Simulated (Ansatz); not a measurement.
## Work function of Pd(111): what the settings cost and change

Aim: the work function of Pd(111) against thickness and vacuum, with the cost.

Calculated with Ansatz 0.2.0; plane-wave DFT, PBE, Ansatz PAW.

**What experiment says.**

“Anisotropic work function of elemental crystals” (2019, arxiv:1902.07811) quotes from earlier work for Pd (clean (111) face, a compiled value): work function (clean (111) face, a compiled value) 5.67 eV.

Report form: inputs, costs, results and the conclusion, without the logs.

## 1. The starting structure

The cell holds 1 atom: 1 Pd. Its edges and angles: a = 2.751 Å, b = 2.751 Å, c = 18.000 Å, α = 90.0°, β = 90.0°, γ = 60.0°. Vacuum lies along c.

As a file:

```cif
data_structure
_symmetry_space_group_name_H-M 'P 1'
_symmetry_Int_Tables_number 1
_cell_length_a 2.7506
_cell_length_b 2.7506
_cell_length_c 18.0000
_cell_angle_alpha 90.000
_cell_angle_beta 90.000
_cell_angle_gamma 60.000
_cell_volume 117.94
loop_
_atom_site_label
_atom_site_type_symbol
_atom_site_fract_x
_atom_site_fract_y
_atom_site_fract_z
_atom_site_occupancy
Pd1 Pd 0.66667 0.66667 0.50000 1
```

## 2. Run, setting 1 layer

A work function rests on the faint tail of the density, so the SCF threshold is tight. The slab grows from one layer, at fixed mesh and 18 Å of vacuum; then the vacuum is varied on one slab.

File input.yaml:

```yaml
crystal:
  lattice:
    - [2.7506453788, 0.0, 0.0]
    - [1.3753226894, 2.3821287749, 0.0]
    - [0.0, 0.0, 18.0]
  atoms:
    - { symbol: Pd, position: [0.6666666667, 0.6666666667, 0.5] }
kpoints:
  mp_grid: { grid: [17, 17, 1] }
hamiltonian:
  xc: pbe
scf:
  occupations: { method: fermi_dirac, width: 0.1 }
  convergence: { dr2_threshold: 1.0e-09 }
efield:
  axis: 3
  dipole_correction: true
  ramp_position: 0.97
  ramp_width: 0.06
output:
  write_potential: true
  write_density: true
  volumetric_format: npy
  elf: true
```

On the command line:

```console
> ansatz run input.yaml --threads 2 --pin off --max-ram 3072MiB --backend cpu --events-out ev --progress --plain --runs-dir out
```

The job ended after 8.2 s (2 threads of Arm Neoverse N1, shared host; peak memory 0.37 GiB).

Numbers from this step:

| Quantity | Value |
| --- | --- |
| energy at zero smearing | -6971.6967 eV |
| work function, upper face | 5.986 eV |

Running mean over 2.246 Å of the planar mean; the ramp of the sawtooth is left out. Table of electron's electrostatic potential energy less the Fermi level by z:

```csv
z (Å),electron's electrostatic potential energy less the Fermi level (eV)
3.0,5.99
3.5,5.99
4.0,5.99
4.5,5.99
5.0,5.98
5.5,5.97
6.0,5.93
6.5,5.78
7.0,5.11
7.5,2.47
8.0,-2.55
8.5,-6.59
9.0,-7.66
9.5,-6.59
10.0,-2.55
10.5,2.47
11.0,5.11
11.5,5.78
12.0,5.93
12.5,5.97
13.0,5.98
13.5,5.99
14.0,5.99
14.5,5.99
15.0,5.99
```

ELF in the ca plane at fractional y = 0.667, with atoms of Pd within 0.2 Å of it. It is the smooth field of the valence electrons, not physical close to the nuclei.

Ten even steps from '0' (0.00) to '9' (0.53), each cell a mean:
```
00000000000000000124699853210000000000000000
00000000000000000135998973210000000000000000
00000000000000000235976974210000000000000000
00000000000000000134898963210000000000000000
00000000000000000123588743100000000000000000
00000000000000000112344432100000000000000000
00000000000000000012333332100000000000000000
00000000000000000123345432100000000000000000
```
Columns run along c (18.0 Å), rows up along a (2.8 Å). Atoms in or near the plane, at fractional coordinates: Pd at (0.50, 0.67).

Valence density in the ca plane at fractional y = 0.667, with atoms of Pd within 0.2 Å of it. It is the smooth field of the valence electrons, not physical close to the nuclei.

Ten steps, logarithmic in the rise over the least value, from '0' (0 e/Å³) to '9' (13 e/Å³), each cell a mean:
```
00000000000000000001477631000000000000000000
00000000000000000002699841000000000000000000
00000000000000000003799841000000000000000000
00000000000000000002689741000000000000000000
00000000000000000001366521000000000000000000
00000000000000000001233210000000000000000000
00000000000000000000122210000000000000000000
00000000000000000001234310000000000000000000
```
Columns run along c (18.0 Å), rows up along a (2.8 Å). Atoms in or near the plane, at fractional coordinates: Pd at (0.50, 0.67).

Electrostatic potential energy in the ca plane at fractional y = 0.667, with atoms of Pd within 0.2 Å of it. With pseudopotentials it is smooth inside the atoms' cores, unlike the true potential.

Ten even steps from '0' (-38 eV) to '9' (3 eV), each cell a mean:
```
99999999999999999998510379999999999999999999
99999999999999999998200069999999999999999999
99999999999999999998100059999999999999999999
99999999999999999998300069999999999999999999
99999999999999999999621489999999999999999999
99999999999999999999877899999999999999999999
99999999999999999999988899999999999999999999
99999999999999999999876799999999999999999999
```
Columns run along c (18.0 Å; values clipped at the 3rd and 97th percentile), rows up along a (2.8 Å). Atoms in or near the plane, at fractional coordinates: Pd at (0.50, 0.67).

The work function is 5.986 eV.

## 3. Run, 2 atoms

System of this step: Pd(111). The cell holds 2 atoms: 2 Pd. Cell: a = 2.751 Å, b = 2.751 Å, c = 20.246 Å, α = 90.0°, β = 90.0°, γ = 60.0°. Vacuum lies along c.

input.yaml, the sections that differ from step 2:

```yaml
crystal:
  lattice:
    - [2.7506453788, 0.0, 0.0]
    - [1.3753226894, 2.3821287749, 0.0]
    - [0.0, 0.0, 20.2458925471]
  atoms:
    - { symbol: Pd, position: [0.6666666667, 0.6666666667, 0.4445346126] }
    - { symbol: Pd, position: [0.0, 0.0, 0.5554653874] }
output:
  write_potential: true
  write_density: true
  volumetric_format: npy
# kpoints, hamiltonian, scf, efield: as in step 2
```

It took 14 s on 2 threads; peak memory 0.43 GiB.

The work function is 5.226 eV, -0.760 eV from the run “1 layer”, at 1.8 times its CPU time.

## 4. Run, 3 atoms

System of this step: Pd(111). The cell holds 3 atoms: 3 Pd. Cell: a = 2.751 Å, b = 2.751 Å, c = 22.492 Å, α = 90.0°, β = 90.0°, γ = 60.0°. Vacuum lies along c.

input.yaml, the sections that differ from step 3:

```yaml
crystal:
  lattice:
    - [2.7506453788, 0.0, 0.0]
    - [1.3753226894, 2.3821287749, 0.0]
    - [0.0, 0.0, 22.4917850943]
  atoms:
    - { symbol: Pd, position: [0.3333333333, 0.3333333333, 0.4001460961] }
    - { symbol: Pd, position: [0.6666666667, 0.6666666667, 0.5] }
    - { symbol: Pd, position: [0.0, 0.0, 0.5998539039] }
# kpoints, hamiltonian, scf, efield, output: as in step 3
```

Run time: 22 s. Hardware: 2 threads; peak memory 0.44 GiB.

The work function is 5.207 eV, -0.019 eV from the run “2 layers”, at 1.6 times its CPU time.

## 5. Run, 4 atoms

System of this step: Pd(111). The cell holds 4 atoms: 4 Pd. Cell: a = 2.751 Å, b = 2.751 Å, c = 24.738 Å, α = 90.0°, β = 90.0°, γ = 60.0°. Vacuum lies along c.

input.yaml, the sections that differ from step 4:

```yaml
crystal:
  lattice:
    - [2.7506453788, 0.0, 0.0]
    - [1.3753226894, 2.3821287749, 0.0]
    - [0.0, 0.0, 24.7376776414]
  atoms:
    - { symbol: Pd, position: [0.0, 0.0, 0.3638174986] }
    - { symbol: Pd, position: [0.3333333333, 0.3333333333, 0.4546058329] }
    - { symbol: Pd, position: [0.6666666667, 0.6666666667, 0.5453941671] }
    - { symbol: Pd, position: [0.0, 0.0, 0.6361825014] }
# kpoints, hamiltonian, scf, efield, output: as in step 4
```

Run time: 33 s. Hardware: 2 threads; peak memory 0.49 GiB; 58 s of CPU time.

The work function is 5.221 eV, +0.014 eV from the run “3 layers”, at 1.5 times its CPU time.

## 6. Slab, 5 atoms

System of this step: Pd(111). The cell holds 5 atoms: 5 Pd. Its edges and angles: a = 2.751 Å, b = 2.751 Å, c = 26.984 Å, α = 90.0°, β = 90.0°, γ = 60.0°. Vacuum lies along c.

input.yaml, the sections that differ from step 5:

```yaml
crystal:
  lattice:
    - [2.7506453788, 0.0, 0.0]
    - [1.3753226894, 2.3821287749, 0.0]
    - [0.0, 0.0, 26.9835701886]
  atoms:
    - { symbol: Pd, position: [0.6666666667, 0.6666666667, 0.333536294] }
    - { symbol: Pd, position: [0.0, 0.0, 0.416768147] }
    - { symbol: Pd, position: [0.3333333333, 0.3333333333, 0.5] }
    - { symbol: Pd, position: [0.6666666667, 0.6666666667, 0.583231853] }
    - { symbol: Pd, position: [0.0, 0.0, 0.666463706] }
# kpoints, hamiltonian, scf, efield, output: as in step 5
```

Wall time 41 s (2 threads); peak memory 0.58 GiB; 72 s of CPU time.

The work function is 5.209 eV, -0.012 eV from the run “4 layers”, at 1.2 times its CPU time.

## 7. Slab, 6 atoms

System of this step: Pd(111). The cell holds 6 atoms: 6 Pd. Its edges and angles: a = 2.751 Å, b = 2.751 Å, c = 29.229 Å, α = 90.0°, β = 90.0°, γ = 60.0°. Vacuum lies along c.

input.yaml, the sections that differ from step 6:

```yaml
crystal:
  lattice:
    - [2.7506453788, 0.0, 0.0]
    - [1.3753226894, 2.3821287749, 0.0]
    - [0.0, 0.0, 29.2294627357]
  atoms:
    - { symbol: Pd, position: [0.3333333333, 0.3333333333, 0.3079084991] }
    - { symbol: Pd, position: [0.6666666667, 0.6666666667, 0.3847450995] }
    - { symbol: Pd, position: [0.0, 0.0, 0.4615816998] }
    - { symbol: Pd, position: [0.3333333333, 0.3333333333, 0.5384183002] }
    - { symbol: Pd, position: [0.6666666667, 0.6666666667, 0.6152549005] }
    - { symbol: Pd, position: [0.0, 0.0, 0.6920915009] }
# kpoints, hamiltonian, scf, efield, output: as in step 6
```

Run time: 58 s. Hardware: 2 threads; peak memory 0.67 GiB; 1.7 min of CPU time.

The work function is 5.223 eV, +0.013 eV from the run “5 layers”, at 1.4 times its CPU time.

## 8. Run, 8 atoms

System of this step: Pd(111). The cell holds 8 atoms: 8 Pd. Cell: a = 2.751 Å, b = 2.751 Å, c = 33.721 Å, α = 90.0°, β = 90.0°, γ = 60.0°. Vacuum lies along c.

input.yaml, the sections that differ from step 7:

```yaml
crystal:
  lattice:
    - [2.7506453788, 0.0, 0.0]
    - [1.3753226894, 2.3821287749, 0.0]
    - [0.0, 0.0, 33.72124783]
  atoms:
    - { symbol: Pd, position: [0.6666666667, 0.6666666667, 0.266894038] }
    - { symbol: Pd, position: [0.0, 0.0, 0.3334957414] }
    - { symbol: Pd, position: [0.3333333333, 0.3333333333, 0.4000974449] }
    - { symbol: Pd, position: [0.6666666667, 0.6666666667, 0.4666991483] }
    - { symbol: Pd, position: [0.0, 0.0, 0.5333008517] }
    - { symbol: Pd, position: [0.3333333333, 0.3333333333, 0.5999025551] }
    - { symbol: Pd, position: [0.6666666667, 0.6666666667, 0.6665042586] }
    - { symbol: Pd, position: [0.0, 0.0, 0.733105962] }
# kpoints, hamiltonian, scf, efield, output: as in step 7
```

Elapsed: 1.8 min, on 2 threads; peak memory 0.9 GiB.

The work function is 5.224 eV, +0.002 eV from the run “6 layers”, at 1.9 times its CPU time.

## 9. Run, 10 atoms

System of this step: Pd(111). The cell holds 10 atoms: 10 Pd. Cell: a = 2.751 Å, b = 2.751 Å, c = 38.213 Å, α = 90.0°, β = 90.0°, γ = 60.0°. Vacuum lies along c.

input.yaml, the sections that differ from step 8:

```yaml
crystal:
  lattice:
    - [2.7506453788, 0.0, 0.0]
    - [1.3753226894, 2.3821287749, 0.0]
    - [0.0, 0.0, 38.2130329243]
  atoms:
    - { symbol: Pd, position: [0.0, 0.0, 0.2355217399] }
    - { symbol: Pd, position: [0.3333333333, 0.3333333333, 0.2942946866] }
    - { symbol: Pd, position: [0.6666666667, 0.6666666667, 0.3530676333] }
    - { symbol: Pd, position: [0.0, 0.0, 0.41184058] }
    - { symbol: Pd, position: [0.3333333333, 0.3333333333, 0.4706135267] }
    - { symbol: Pd, position: [0.6666666667, 0.6666666667, 0.5293864733] }
    - { symbol: Pd, position: [0.0, 0.0, 0.58815942] }
    - { symbol: Pd, position: [0.3333333333, 0.3333333333, 0.6469323667] }
    - { symbol: Pd, position: [0.6666666667, 0.6666666667, 0.7057053134] }
    - { symbol: Pd, position: [0.0, 0.0, 0.7644782601] }
# kpoints, hamiltonian, scf, efield, output: as in step 8
```

Elapsed: 2.8 min, on 2 threads; peak memory 1.2 GiB.

The work function is 5.221 eV, -0.004 eV from the run “8 layers”, at 1.6 times its CPU time.

## 10. Run, 13 atoms

System of this step: Pd(111). The cell holds 13 atoms: 13 Pd. Cell: a = 2.751 Å, b = 2.751 Å, c = 44.951 Å, α = 90.0°, β = 90.0°, γ = 60.0°. Vacuum lies along c.

input.yaml, the sections that differ from step 9:

```yaml
crystal:
  lattice:
    - [2.7506453788, 0.0, 0.0]
    - [1.3753226894, 2.3821287749, 0.0]
    - [0.0, 0.0, 44.9507105658]
  atoms:
    - { symbol: Pd, position: [0.0, 0.0, 0.2002193044] }
    - { symbol: Pd, position: [0.3333333333, 0.3333333333, 0.2501827536] }
    - { symbol: Pd, position: [0.6666666667, 0.6666666667, 0.3001462029] }
    - { symbol: Pd, position: [0.0, 0.0, 0.3501096522] }
    - { symbol: Pd, position: [0.3333333333, 0.3333333333, 0.4000731015] }
    - { symbol: Pd, position: [0.6666666667, 0.6666666667, 0.4500365507] }
    - { symbol: Pd, position: [0.0, 0.0, 0.5] }
    - { symbol: Pd, position: [0.3333333333, 0.3333333333, 0.5499634493] }
    - { symbol: Pd, position: [0.6666666667, 0.6666666667, 0.5999268985] }
    - { symbol: Pd, position: [0.0, 0.0, 0.6498903478] }
    - { symbol: Pd, position: [0.3333333333, 0.3333333333, 0.6998537971] }
    - { symbol: Pd, position: [0.6666666667, 0.6666666667, 0.7498172464] }
    - { symbol: Pd, position: [0.0, 0.0, 0.7997806956] }
# kpoints, hamiltonian, scf, efield, output: as in step 9
```

Run time: 4.9 min. Hardware: 2 threads; peak memory 1.6 GiB.

The work function is 5.220 eV, -0.000 eV from the run “10 layers”, at 1.8 times its CPU time.

## 11. Slab, 7 atoms

System of this step: Pd(111). The cell holds 7 atoms: 7 Pd. Its edges and angles: a = 2.751 Å, b = 2.751 Å, c = 23.475 Å, α = 90.0°, β = 90.0°, γ = 60.0°. Vacuum lies along c.

input.yaml, the sections that differ from step 10:

```yaml
crystal:
  lattice:
    - [2.7506453788, 0.0, 0.0]
    - [1.3753226894, 2.3821287749, 0.0]
    - [0.0, 0.0, 23.4753552829]
  atoms:
    - { symbol: Pd, position: [0.0, 0.0, 0.2129893218] }
    - { symbol: Pd, position: [0.3333333333, 0.3333333333, 0.3086595478] }
    - { symbol: Pd, position: [0.6666666667, 0.6666666667, 0.4043297739] }
    - { symbol: Pd, position: [0.0, 0.0, 0.5] }
    - { symbol: Pd, position: [0.3333333333, 0.3333333333, 0.5956702261] }
    - { symbol: Pd, position: [0.6666666667, 0.6666666667, 0.6913404522] }
    - { symbol: Pd, position: [0.0, 0.0, 0.7870106782] }
# kpoints, hamiltonian, scf, efield, output: as in step 10
```

Run time: 63 s. Hardware: 2 threads; peak memory 0.64 GiB.

The work function is 5.217 eV. The program marks this work function as in doubt.

## 12. Run, 7 atoms

The cell differs from the one that the last finished run ended in (c 23.475 → 27.475 Å).

input.yaml, the sections that differ from step 11:

```yaml
crystal:
  lattice:
    - [2.7506453788, 0.0, 0.0]
    - [1.3753226894, 2.3821287749, 0.0]
    - [0.0, 0.0, 27.4753552829]
  atoms:
    - { symbol: Pd, position: [0.0, 0.0, 0.2547737756] }
    - { symbol: Pd, position: [0.3333333333, 0.3333333333, 0.3365158504] }
    - { symbol: Pd, position: [0.6666666667, 0.6666666667, 0.4182579252] }
    - { symbol: Pd, position: [0.0, 0.0, 0.5] }
    - { symbol: Pd, position: [0.3333333333, 0.3333333333, 0.5817420748] }
    - { symbol: Pd, position: [0.6666666667, 0.6666666667, 0.6634841496] }
    - { symbol: Pd, position: [0.0, 0.0, 0.7452262244] }
# kpoints, hamiltonian, scf, efield, output: as in step 11
```

It took 69 s on 2 threads; peak memory 0.71 GiB; 2 min of CPU time.

The work function is 5.220 eV, +0.003 eV from the run “7 layers, 10 Å of vacuum”, at 1.1 times its CPU time.

## 13. Slab, 7 atoms (run 2)

The cell differs from the one that the last finished run ended in (c 27.475 → 39.475 Å).

input.yaml, the sections that differ from step 12:

```yaml
crystal:
  lattice:
    - [2.7506453788, 0.0, 0.0]
    - [1.3753226894, 2.3821287749, 0.0]
    - [0.0, 0.0, 39.4753552829]
  atoms:
    - { symbol: Pd, position: [0.0, 0.0, 0.329319392] }
    - { symbol: Pd, position: [0.3333333333, 0.3333333333, 0.386212928] }
    - { symbol: Pd, position: [0.6666666667, 0.6666666667, 0.443106464] }
    - { symbol: Pd, position: [0.0, 0.0, 0.5] }
    - { symbol: Pd, position: [0.3333333333, 0.3333333333, 0.556893536] }
    - { symbol: Pd, position: [0.6666666667, 0.6666666667, 0.613787072] }
    - { symbol: Pd, position: [0.0, 0.0, 0.670680608] }
# kpoints, hamiltonian, scf, efield, output: as in step 12
```

Elapsed: 96 s, on 2 threads; peak memory 0.92 GiB.

The work function is 5.220 eV, -0.000 eV from the run “7 layers, 14 Å of vacuum”, at 1.4 times its CPU time.

## 14. The series together

Times are for 2 threads of Arm Neoverse N1, shared host. Results by setting:

```csv
no.,setting,"work function, upper face (eV)",time,memory (GiB)
1,1 layer,5.986,8.2 s,0.37
2,2 layers,5.226,14 s,0.43
3,3 layers,5.207,22 s,0.44
4,4 layers,5.221,33 s,0.49
5,5 layers,5.209,41 s,0.58
6,6 layers,5.223,58 s,0.67
7,8 layers,5.224,1.8 min,0.9
8,10 layers,5.221,2.8 min,1.2
9,13 layers,5.220,4.9 min,1.6
10,"7 layers, 10 Å of vacuum",5.217,63 s,0.64
11,"7 layers, 14 Å of vacuum",5.220,69 s,0.71
12,"7 layers, 26 Å of vacuum",5.220,96 s,0.92
```

## 15. Varying the input

System of this step: Pd(111) monolayer. The cell holds 1 atom: 1 Pd. Its edges and angles: a = 2.751 Å, b = 2.751 Å, c = 18.000 Å, α = 90.0°, β = 90.0°, γ = 60.0°. Vacuum lies along c.

An input spoilt on purpose, to show how the run answers: it repeats the earlier run “1 layer” with efield.axis from 3 to 0, and scf.max_iter set to 80; its output block differs too.

input.yaml, the sections that differ from step 13:

```yaml
crystal:
  lattice:
    - [2.7506453788, 0.0, 0.0]
    - [1.3753226894, 2.3821287749, 0.0]
    - [0.0, 0.0, 18.0]
  atoms:
    - { symbol: Pd, position: [0.6666666667, 0.6666666667, 0.5] }
scf:
  occupations: { method: fermi_dirac, width: 0.1 }
  convergence: { dr2_threshold: 1.0e-09 }
  max_iter: 80
efield:
  axis: 0
  dipole_correction: true
  ramp_position: 0.97
  ramp_width: 0.06
# kpoints, hamiltonian, output: as in step 13
```

Run time: 0.05 s. Hardware: 2 threads; peak memory 0.06 GiB; 0.02 s of CPU time.

The input was rejected at the start.

The program's message: “Error: invalid value for `efield.axis`: must be in [1, 3]; got 0”

The fault put into the input: an axis of 0, outside the range 1 to 3.

## 16. What came out

- work function, 1 layer: 5.986 eV
- work function, 3 layers: 5.207 eV
- work function, 6 layers: 5.223 eV
- work function, 13 layers: 5.220 eV

**Reading.** The thickest slab gives 5.22 eV, and the settings tried spread the value from 5.21 to 5.99 eV. At 18 Å of vacuum, the slabs from 2 layers on stay within 0.02 eV of the thickest. Going from 10 to 26 Å of vacuum moves it by 0.003 eV. The program marks the value as in doubt in “7 layers, 10 Å of vacuum”. The ladder's slabs use the tabulated experimental lattice constant (two decimals; a low-temperature value for the alkali metals). The main runs have no spin polarisation; a magnetic state could lie lower and would change these results. In 1 run of the series (7 layers, 10 Å of vacuum) the program warns that electrons reach the sawtooth's ramp, which makes dipole and work function less sure.

Computed beside measured:

```
                                               quantity  measured        13 layers
work function (clean (111) face, a compiled value) (eV)      5.67  5.22 (-0.45 eV)
```

Measured values from arxiv:1902.07811 (2019).

**Verdict.** The work function is off by -0.45 eV: a clear miss. No cell relaxation is part of this session.

[Long decimals in the printed logs are rounded to 6 places.]

[Logs are printed without paths, hosts, clocks, repeated set-up lines and the standing remarks that a program may print on its own settings, such as how far it seeks lower states.]

[Hosts, paths, dates, database ids (printed as entryN), source tags and the programs' standing remarks are cut or masked in the printed files.]

[Maps of the electrostatic potential energy from Ansatz leave out the sawtooth potential of an applied field or a dipole correction, so their vacuum need not be flat; planar profiles and work functions include it.]
